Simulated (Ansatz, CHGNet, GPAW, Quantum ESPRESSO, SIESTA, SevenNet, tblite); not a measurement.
**How far do other methods lie from plane waves? Amorphous Si0.9Ge0.1 (71 atoms)**

One geometry of amorphous Si0.9Ge0.1 (71 atoms) is solved by several programs and methods. How far do their forces lie from a plane-wave PBE run?

Results are calculated, not measured.

## Step 1: The cell

The cell holds 71 atoms (64 Si and 7 Ge), with edges of 11.46, 11.46 and 11.46 Å. Recipe: 71 atoms (64 Si, 7 Ge) placed at random at 2.54 g/cm³, melted at 3500 K for 10 ps at fixed volume with the Tersoff potential (Tersoff, Phys. Rev. B 39, 5566 (1989)). Quenched from 3500 K to 300 K at 100 K/ps and fixed volume, held 5 ps. Then every atom was moved at random, 0.02 Å r.m.s. a Cartesian component. The density is 2.54 g/cm³.

## Step 2: The reference input

Quantum ESPRESSO 7.5: Kohn-Sham DFT, PBE, SSSP efficiency 1.3.0 pseudopotentials, plane waves. Its input, pw.in:

```
&control
  calculation = 'scf'
  pseudo_dir = './pseudo'
  outdir = './tmp'
  disk_io = 'none'
  tprnfor = .true.
  tstress = .true.
/
&system
  ibrav = 0
  nat = 71
  ntyp = 2
  ecutwfc = 45
  ecutrho = 360
  nosym = .true.
  occupations = 'smearing'
  smearing = 'fd'
  degauss = 0.003675
/
&electrons
  conv_thr = 3.5e-07
  electron_maxstep = 100
  mixing_beta = 0.2
  mixing_mode = 'local-TF'
  diagonalization = 'david'
/
ATOMIC_SPECIES
Si 28.085 Si.upf
Ge 72.630 Ge.upf
CELL_PARAMETERS angstrom
11.46160 0.00000 0.00000
0.00000 11.46160 0.00000
0.00000 0.00000 11.46160
ATOMIC_POSITIONS crystal
Si 0.02305 0.66525 0.88182
Si 0.48761 0.76076 0.51056
Si 0.06803 0.33638 0.22324
Si 0.60002 0.56175 0.91724
[... 65 atom lines left out ...]
Ge 0.38141 0.36883 0.15089
Ge 0.71080 0.92446 0.34072
K_POINTS gamma
```

```console
$ OMP_NUM_THREADS=1 mpirun -np 4 pw.x -in pw.in > output.txt
```

Wall time 2.1 min (4 MPI ranks of Arm Neoverse V2, shared host); peak memory 4.2 GiB.

It converged with an r.m.s. force component of 0.50 eV/Å and a pressure of -1.5 GPa.

## Step 3: The other programs

- CHGNet: machine-learned potential, published weights.
- GPAW 26.7.0: PAW with atomic orbitals (LCAO), plane waves or a real-space grid of spacing h.
- SIESTA 5.4.2: numerical atomic orbitals, whose automatically made sets are far from complete, with PseudoDojo norm-conserving potentials that we converted to its format (checked against plane waves on the same files for H, C, O, Si, Ge and Ca alone); labels give functional, basis size, energy shift and mesh cutoff.
- SevenNet: machine-learned potential, published weights.

All use the same cell and atoms, and the electronic-structure runs the same k-mesh.

## Step 4: Side by side

Differences are against the reference: forces as r.m.s. over components, share as that over the reference's r.m.s. force, slope as the fitted ratio of a run's forces to the reference's.

| run | Δ force, r.m.s. (meV/Å) | share (%) | slope | Δ pressure (GPa) | cores | CPU time | memory (GiB) |
| --- | --- | --- | --- | --- | --- | --- | --- |
| reference | - | - | - | - | 4 | 8.4 min | 4.2 |
| CHGNet 0.3.0 potential | 302 | 60.2 | 0.464 | -0.224 | 1 | 3.1 s | 0.69 |
| CHGNet r2SCAN potential | 314 | 62.8 | 0.501 | -1.97 | 1 | 3.5 s | 0.68 |
| GPAW PBE, LCAO dzp, h 0.2 Å | 40.1 | 8.00 | 1.048 | - | 1 | 3.8 min | 1.5 |
| GPAW PBE, LCAO dzp, h 0.2 Å, other mixer settings | 39.8 | 7.95 | 1.047 | - | 1 | 4.7 min | 1.4 |
| GPAW PBE, LCAO szp(dzp), h 0.2 Å (coarse) | 117 | 23.4 | 1.116 | - | 1 | 3 min | 1.4 |
| SIESTA PBE, DZ, shift 0.01 Ry, mesh 300 Ry (coarse) | 205 | 40.8 | 1.160 | 5.99 | 1 | 1.8 min | 0.78 |
| SIESTA PBE, DZP, shift 0.01 Ry, mesh 300 Ry | 54.6 | 10.9 | 1.046 | 0.580 | 1 | 5 min | 1.3 |
| SIESTA PBE, DZP, shift 0.02 Ry, mesh 300 Ry | 78.7 | 15.7 | 1.041 | -0.391 | 1 | 3.5 min | 1.1 |
| SevenNet l3i5 potential | 211 | 42.1 | 0.721 | -0.711 | 1 | 8.5 s | 1.0 |

Rows marked coarse use a setting chosen to be so.

Times of the machine-learned potentials are mostly Python's start and the loading of weights.

CPU time is summed over cores on shared hosts, so it is rough.

## Step 5: What came out

Forces lie from 8.0 % (GPAW PBE, LCAO dzp, h 0.2 Å, other mixer settings) to 63 % (CHGNet r2SCAN potential) of the reference's r.m.s. force of 0.50 eV/Å away from it. The PBE runs in local orbitals, coarse settings apart, differ by 8.0 % (GPAW PBE, LCAO dzp, h 0.2 Å, other mixer settings) to 16 % (SIESTA PBE, DZP, shift 0.02 Ry, mesh 300 Ry); basis, grid and potentials can all enter. Machine-learned potentials differ by 42 % (SevenNet l3i5 potential) to 63 % (CHGNet r2SCAN potential); they were trained on other programs' data, some at another functional. Among those trained on PBE data the slope goes as low as 0.46, with a correlation of 0.86, so directions differ as well as sizes. Runs with settings chosen to be coarse differ by 23 % (GPAW PBE, LCAO szp(dzp), h 0.2 Å) to 41 % (SIESTA PBE, DZ, shift 0.01 Ry, mesh 300 Ry), their programs' other errors included.

GPAW PBE, LCAO szp(dzp), h 0.2 Å stiffens the forces by a factor of 1.12 while following their directions (correlation 0.984); the slopes of the 3 GPAW runs lie between 1.05 and 1.12. Pressures at PBE, coarse settings apart, lie -0.39 to +0.58 GPa from the reference's.

Caveats: The potentials hold different valence shells: 354 electrons in the reference, 284 in GPAW; this bears on time and differences. GPAW's setups keep the filled d shell of Ge in the core. The reference's pressure holds the uncorrected Pulay stress of its 45 Ry basis, so small pressure differences, may be the reference's own error. Machine-learned potentials mimic data converged in k, so the reference's own k-point error enters their differences. The quench rate of 100 K/ps is many orders above laboratory rates, so the cell is likely richer in defects and strain than a real sample. The network of bonds at the start is that of the classical potential that made the cell, and needn't be the one that DFT or experiment would give. The electronic-structure runs sample only Γ, in a cell whose shortest periodic width is 11 Å, which is coarse for a cell with partly filled levels. Spin–orbit coupling is left out. Where levels are smeared, the DFT runs use Fermi–Dirac occupations at 580 K (0.05 eV), and energies are free energies. The atoms were displaced at random, and shares hang on the size of the forces that this gives. The reference's cutoffs and mesh weren't converged further here.

[Long decimals in the printed logs are rounded to 6 places.]

[Logs are printed without paths, hosts, clocks, repeated set-up lines and the standing remarks that a program may print on its own settings, such as how far it seeks lower states.]

[Hosts, paths, dates, database ids (printed as entryN), source tags and the programs' standing remarks are cut or masked in the printed files.]

[Only finished runs are shown, without SIESTA runs on faulty potentials for Cu, Fe, Ni or Zn; cells were taken only where this reference lay near another plane-wave run.]
